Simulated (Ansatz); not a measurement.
# ScSn2Pt2, from a guessed structure to a relaxed one, part 2 of 2

Starting from a made-up structure for ScSn2Pt2, the aim is the relaxed cell, its shortest contacts and, where a second run follows, its electronic structure.

Ansatz 0.2.0; DFT, r2SCAN, plane-wave PAW, files of the set soft_1, scalar-relativistic, no spin, cell and ions relaxed at zero pressure; PAW set soft_1 (the session's first sound run).

So far: Starting point; Relaxing cell and atoms. The relaxed cell has a = 4.482, c = 10.720 Å (conventional setting).

## Step 3: Electronic structure of the relaxed cell

A second self-consistent run takes a narrower smearing and the mesh shown in its input; the bands follow along the standard path of the relaxed lattice.

This step: DFT, r2SCAN, plane-wave PAW, files of the set soft_1, scalar-relativistic, no spin, bands and density of states at the relaxed cell; PAW set soft_1 (Ansatz 0.2.0).

The input, input.yaml:

```yaml
crystal:
  lattice:
    - [-2.2407695168, 2.2407695168, 5.3600512492]
    - [2.2407695168, -2.2407695168, 5.3600512492]
    - [2.2407695168, 2.2407695168, -5.3600512492]
  atoms:
    - { symbol: Pt, position: [0.25, 0.75, 0.5] }
    - { symbol: Pt, position: [0.75, 0.25, 0.5] }
    - { symbol: Sn, position: [0.6256094051, 0.6256094051, 0.0] }
    - { symbol: Sn, position: [0.3743905949, 0.3743905949, 0.0] }
    - { symbol: Sc, position: [0.0, 0.0, 0.0] }
kpoints:
  mp_grid: { grid: [10, 10, 10] }
  band_path:
    path:
      - [[0.0, 0.0, 0.0], [0.0, 0.0, 0.5], [-0.08738291, 0.08738291, 0.5], [-0.29369145, 0.29369145, 0.29369145], [0.0, 0.0, 0.0], [0.5, 0.5, -0.5], [0.29369145, 0.70630855, -0.29369145], [0.0, 0.5, 0.0], [0.25, 0.25, 0.25], [0.5, 0.5, -0.08738291], [0.5, 0.5, -0.5]]
      - [[0.0, 0.0, 0.5], [0.25, 0.25, 0.25]]
    npoints: 7
scf:
  occupations: { method: fermi_dirac, width: 0.03 }
  n_extra_bands: 9
hamiltonian:
  xc: r2scan
  pseudopotentials: { kind: paw, azcp: { folder: soft_1 } }
output:
  forces: true
  stress: true
  write_bands: true
  dos: { projected: true }
  write_density: true
  write_potential: true
  elf: true
  volumetric_format: npy
```

The run is started by

```console
$ ansatz run input.yaml --threads 4 --pin off --max-ram 8192MiB --backend cpu --events-out ev --progress --plain --runs-dir out
```

Numbers of over 12 decimals in the logs are rounded to 6 here.

Output:

```text
[...]
Crystal: 5 atoms, lattice volume = 107.652 Å³
Basis set: ecut = 500 eV, 2751 PW (Γ), exchange–correlation on 192×192×192 points (64 copies of the dense FFT grid, shifted against one another)
Bands: 47, of which v1, the nominal top of the filled ones, is band 38 counted from 1 (37 counted from 0)
Symmetry: 16 space group operations
[...]
k-points: 102 of 1000
[...]
SCF iter   1: F=—  HF=-39301.238012 eV  |F-HF|=—  |Δ(HF+E_count)|=         —  Δρ=1.66e-1  dr2=7.01e1  dr2_τ=2.47e0  ethr=3.10e-3  ⟨swp⟩=6.3  Hψ=18034  notcnv=0
[...]
SCF iter  12: F=-39296.748071 eV  HF=-39296.748071 eV  |F-HF|=5.24e-9  |Δ(HF+E_count)|=   2.09e-8  Δρ=4.29e-6  dr2=3.40e-8  dr2_τ=3.18e-9  ethr=1.33e-10  ⟨swp⟩=16.0  Hψ=31509  notcnv=0
SCF 1 converged in 12 iterations: F = -39296.748071 eV  dr2 = 3.40e-8
[...]
NSCF: frozen V_eff on 79 k-points
SCF converged after 12 iterations
Free energy (F): -39296.748071 eV
[...]
Internal energy: -39296.739879 eV  (E = F + TS)
E sigma→0 (E₀):  -39296.743975 eV
Entropy (-TS):   -0.008192 eV (-1.638 meV/atom)
Fermi energy:    14.220847 eV
[...]
--- Forces (eV/Å), atoms counted from 1 ---
  atom   1  Pt     0.00000000    -0.00000000     0.00000000
  atom   2  Pt    -0.00000000     0.00000000     0.00000000
  atom   3  Sn    -0.00000000    -0.00000000    -0.00433603
  atom   4  Sn     0.00000000    -0.00000000     0.00433603
  atom   5  Sc     0.00000000     0.00000000     0.00000000
  max |Σ_I F_I| component: 4.51e-17 eV/Å
--- Stress (GPa, compression-positive) ---
       -0.056049       0.000000       0.000000
        0.000000      -0.056049      -0.000000
        0.000000      -0.000000       0.014369
  P = ⅓ Tr σ = -0.0326 GPa (-0.326 kbar)
--- Band table (eV; the first three rows and the last of 102) ---
  k-point 0: bands = [... 34 lower, 12.9788, 13.0266, 13.0266, 14.0377, 15.2570, 15.9699, 16.2756, 16.2756, ... 5 higher]
  k-point 1: bands = [... 34 lower, 12.0083, 12.9561, 13.4600, 13.8650, 14.8121, 15.6658, 16.1650, 16.3145, ... 5 higher]
  k-point 2: bands = [... 34 lower, 12.0584, 12.7032, 13.4824, 13.5304, 14.2805, 15.6831, 15.9950, 16.1472, ... 5 higher]
  k-point 101: bands = [... 34 lower, 12.7979, 12.9787, 14.5333, 14.6058, 15.1969, 15.5642, 15.5642, 16.3868, ... 5 higher]
```

The job ended after 13 s (4 threads of Intel Xeon Platinum 8559C (Emerald Rapids), shared host; peak memory 1.3 GiB).

The column dr2 measures how far the density is from self-consistency, as an energy; F and HF (Harris–Foulkes) agree once it is small.

This step gave:

- free energy: -39296.7481 eV
- energy at zero smearing: -39296.7440 eV
- smearing term TS: 0.008192 eV
- pressure: -0.03258 GPa

From bands.tsv, the bands that come nearest the Fermi level along the path, at its corners, in eV from the Fermi level:

| point | band 35 | band 36 | band 37 | band 38 | band 39 | band 40 | band 41 | band 42 |
| --- | --- | --- | --- | --- | --- | --- | --- | --- |
| Γ | -1.24 | -1.19 | -1.19 | -0.18 | 1.04 | 1.75 | 2.05 | 2.05 |
| X | -2.55 | -2.28 | -1.21 | -0.93 | -0.76 | 1.47 | 1.59 | 1.84 |
| Y | -2.59 | -1.61 | -0.92 | -0.83 | -0.49 | 1.47 | 1.56 | 1.93 |
| S | -2.98 | -0.20 | -0.16 | 0.11 | 1.16 | 1.25 | 1.38 | 1.87 |
| Γ | -1.24 | -1.19 | -1.19 | -0.18 | 1.04 | 1.75 | 2.05 | 2.05 |
| Z | -1.42 | -1.24 | 0.31 | 0.38 | 0.98 | 1.34 | 1.34 | 2.17 |
| S1 | -2.98 | -0.20 | -0.16 | 0.11 | 1.16 | 1.25 | 1.38 | 1.87 |
| N | -2.66 | -1.56 | -0.20 | 0.94 | 1.18 | 1.45 | 1.66 | 1.86 |
| P | -2.55 | -1.82 | -1.82 | -0.80 | -0.80 | 1.42 | 1.59 | 1.85 |
| Y1 | -2.59 | -1.61 | -0.92 | -0.83 | -0.49 | 1.47 | 1.56 | 1.93 |
| Z | -1.42 | -1.24 | 0.31 | 0.38 | 0.98 | 1.34 | 1.34 | 2.17 |
| X | -2.55 | -2.28 | -1.21 | -0.93 | -0.76 | 1.47 | 1.59 | 1.84 |
| P | -2.55 | -1.82 | -1.82 | -0.80 | -0.80 | 1.42 | 1.59 | 1.85 |

Counts of states for the cell as run, both spins, by energy window (eV from the Fermi level):

| from | to | total |
| --- | --- | --- |
| -8 | -7 | 0.60 |
| -7 | -6 | 0.68 |
| -6 | -5 | 3.06 |
| -5 | -4 | 5.62 |
| -4 | -3 | 7.48 |
| -3 | -2 | 4.94 |
| -2 | -1 | 2.03 |
| -1 | 0 | 3.21 |
| 0 | 1 | 2.69 |
| 1 | 2 | 6.06 |
| 2 | 3 | 3.38 |

A further 47.4 states lie below the table's range.

ELF in the ac plane of the conventional cell at fractional y = 0.000, with atoms of Pt and Sn and Sc within 0.2 Å of it. It is the smooth field of the valence electrons, not physical close to the nuclei.

Ten even steps from '0' (0.00) to '9' (0.66), each cell a mean:
```
59810122210497
76312344431157
11134544454211
01344555544421
12344688754321
23446888874433
33455788875443
12355577655431
00245544455310
01345544455420
23455433355543
66664322245666
55665322245655
12455444455432
00245544455310
00345555555410
23455678765432
33446888875443
22345788864332
12344577654321
01245444455310
32124444443112
88511233321278
38920111100595
```
Columns run along a (4.5 Å), rows up along c (10.7 Å), edges of the conventional cell, whose origin can differ from the input's. Atoms in or near the plane, at fractional coordinates: Pt at (0.50, 0.25), Pt at (0.50, 0.75), Sn at (0.00, 0.63), Sn at (0.00, 0.37), Sc at (0.00, 0.00).

Electrostatic potential energy in the ac plane of the conventional cell at fractional y = 0.000, with atoms of Pt and Sn and Sc within 0.2 Å of it. With pseudopotentials it is smooth inside the atoms' cores, unlike the true potential.

Ten even steps from '0' (-51 eV) to '9' (18 eV), each cell a mean:
```
12589999998741
56799999999875
88999999999998
99999887899999
99998421369999
99996100038999
77886100048887
65688643578756
98579999998669
97589999998658
55799999999865
88999999999988
77899999999987
65689999999756
98579999998669
97579887898658
55787421368865
88986100038998
99996100048999
99998643579999
99999999999999
78899999999987
34789999999863
01589999998630
```
Columns run along a (4.5 Å; values clipped at the 3rd and 97th percentile), rows up along c (10.7 Å), edges of the conventional cell, whose origin can differ from the input's. Atoms in or near the plane, at fractional coordinates: Pt at (0.50, 0.25), Pt at (0.50, 0.75), Sn at (0.00, 0.63), Sn at (0.00, 0.37), Sc at (0.00, 0.00).

Valence density in the ac plane of the conventional cell at fractional y = 0.000, with atoms of Pt and Sn and Sc within 0.2 Å of it. It is the smooth field of the valence electrons, not physical close to the nuclei.

Ten even steps from '0' (0 e/Å³) to '9' (11 e/Å³), each cell a mean:
```
63100000000025
10000000000001
00000000000000
00000000000000
00000244310000
00001489720000
00001478520000
32000122100013
96100000000038
74100000000026
11000000000001
00000000000000
00000000000000
32000000000013
96100000000038
74100000000026
11000244310001
00001489720000
00000378520000
00000122100000
00000000000000
00000000000000
21000000000002
74100000000026
```
Columns run along a (4.5 Å), rows up along c (10.7 Å), edges of the conventional cell, whose origin can differ from the input's. Atoms in or near the plane, at fractional coordinates: Pt at (0.50, 0.25), Pt at (0.50, 0.75), Sn at (0.00, 0.63), Sn at (0.00, 0.37), Sc at (0.00, 0.00).

## Step 4: Results

```json
{
  "space group, relaxed": "I4/mmm",
  "conventional cell": "a = 4.482, b = 4.482, c = 10.720 Å; α = 90.0°, β = 90.0°, γ = 90.0°",
  "volume per atom": "21.53 Å³ (guess 19.50)"
}
```

ScSn2Pt2 relaxes to I4/mmm with a = 4.482, b = 4.482 and c = 10.720 Å. The guessed volume was 9 % too small. The space group I4/mmm was held in the relaxation, so the end point is a stationary structure within it and may be a saddle against distortions or other arrangements. Bands cross the Fermi level, so it is a metal or semimetal at this level. The electron count is odd, which forces that without spin polarisation or a larger cell. On the 10×10×10 mesh with the narrower smearing (relaxed on 9×9×9) the largest force component is 0.004 eV/Å and the largest stress component is 0.056 GPa, against the relaxation's thresholds of 0.015 eV/Å and 0.05 GPa. The cutoff wasn't tested. Spin-orbit coupling is left out, which can matter for elements this heavy. No dispersion term is used, so weakly bound directions may come out too long. The runs have no spin, and magnetism wasn't tested. Nothing here tests whether the compound is stable against decomposition.

[Logs are printed without paths, hosts, clocks, repeated set-up lines and the standing remarks that a program may print on its own settings, such as how far it seeks lower states.]

[Hosts, paths, dates, database ids (printed as entryN), source tags and the programs' standing remarks are cut or masked in the printed files.]
